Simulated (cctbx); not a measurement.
**Accept or mend?**

Cell a = 4.0700 Å, b = 4.0700 Å, c = 8.7790 Å, α = 90.00°, β = 90.00°, γ = 90.00°; space group P-4m2 (no. 115).

The data are simulated with cctbx, not measured: Ag Kα, λ = 0.56087 Å, to d = 0.65 Å, 50 % of the full sphere, strongest reflection 40000 counts, noise from counting, a 1.5 % proportional error and a noise floor of 4 counts (s.d.); no absorption.

An anisotropic refinement with weights 1/σ² prints:

```text
Rint 0.018, 343 unique reflections to 0.65 A
cycle     R1     wR2    GooF  max shift (A)
   1  0.0598  0.1425   7.051   0.00166
   2  0.0297  0.0664   3.286   0.00001
final R1 0.0297 wR2 0.0664 GooF 3.286  parameters 14  data/parameter 24.5
atom        x        y        z      Ueq    occ   su(xyz)  su(Uiso or U11)
Pr1    0.00000  0.50000  0.76071   0.0121  1.000  0.00007  0.0005
Nb1    0.00000  0.50000  0.12444   0.0196  1.000  0.00013  0.0010
Nb2    0.00000  0.00000  0.50000   0.0168  1.000  0.00000  0.0007
Ru1    0.50000  0.50000  0.50000   0.0038  1.000  0.00000  0.0006
Ni1    0.50000  0.50000  0.00000   0.0220  1.000  0.00000  0.0010
difference map: max 2.17 min -0.74 rms 0.23
Q1    0.5000  0.5000  0.5000    1    2.20  0.00 A from Ru1
Q2    0.0000  0.0000  0.5000    1    2.13  0.00 A from Nb2
Q3    0.0000  0.3772  0.2711    4    0.68  1.38 A from Nb1
Q4    0.1083  0.5000  0.2780    4    0.55  1.42 A from Nb1
Q5    0.2440  0.3948  0.5475    8    0.52  1.20 A from Ru1
Q6    0.0000  0.5000  0.5847    2    0.52  1.55 A from Pr1
```

**Question.** Can this result stand? If not, what is the likely fault?

Mend it. The fault: wrong element: Ru1 is Nb. Against the right model at the same level, R1 goes from 0.0088 to 0.0297 and GooF from 0.94 to 3.29, U of Ru1 shrinks from 0.0138 to 0.0038 Å² and the top difference peak, 2.2 e/Å³, lies on Ru1. Ru1 has 3 electrons too many, yet its U moves the other way: dispersion, the scale or a false minimum can outweigh the electron count.

The compound is Pr2Nb4Ni. The right model at the same level gives:

```text
Rint 0.018, 343 unique reflections to 0.65 A
cycle     R1     wR2    GooF  max shift (A)
   1  0.0149  0.0393   1.944   0.00082
   2  0.0088  0.0190   0.941   0.00000
final R1 0.0088 wR2 0.0190 GooF 0.941  parameters 14  data/parameter 24.5
atom        x        y        z      Ueq    occ   su(xyz)  su(Uiso or U11)
Pr1    0.00000  0.50000  0.76070   0.0116  1.000  0.00002  0.0001
Nb1    0.00000  0.50000  0.12456   0.0194  1.000  0.00004  0.0003
Nb2    0.00000  0.00000  0.50000   0.0163  1.000  0.00000  0.0002
Nb3    0.50000  0.50000  0.50000   0.0138  1.000  0.00000  0.0002
Ni1    0.50000  0.50000  0.00000   0.0211  1.000  0.00000  0.0003
Flack x: -0.002(19)
Hooft y: -0.010(28)  Bijvoet pairs: 135
difference map: max 0.55 min -0.43 rms 0.10
Q1    0.0000  0.5000  0.9033    2    0.57  1.25 A from Pr1
Q2    0.0000  0.5000  0.9939    2    0.39  1.15 A from Nb1
Q3    0.0000  0.3463  0.7187    4    0.38  0.73 A from Pr1
Q4    0.0000  0.2817  0.8401    4    0.35  1.13 A from Pr1
Q5    0.2797  0.5000  0.3691    4    0.33  1.46 A from Nb3
Q6    0.2457  0.2457  0.5000    4    0.31  1.41 A from Nb2
```

This is a model crystal, built by substitution and not relaxed, with assumed displacement parameters.

[Middle refinement cycles are left out of these outputs.]

[Logs are printed without paths, hosts, clocks, repeated set-up lines and the standing remarks that a program may print on its own settings, such as how far it seeks lower states.]
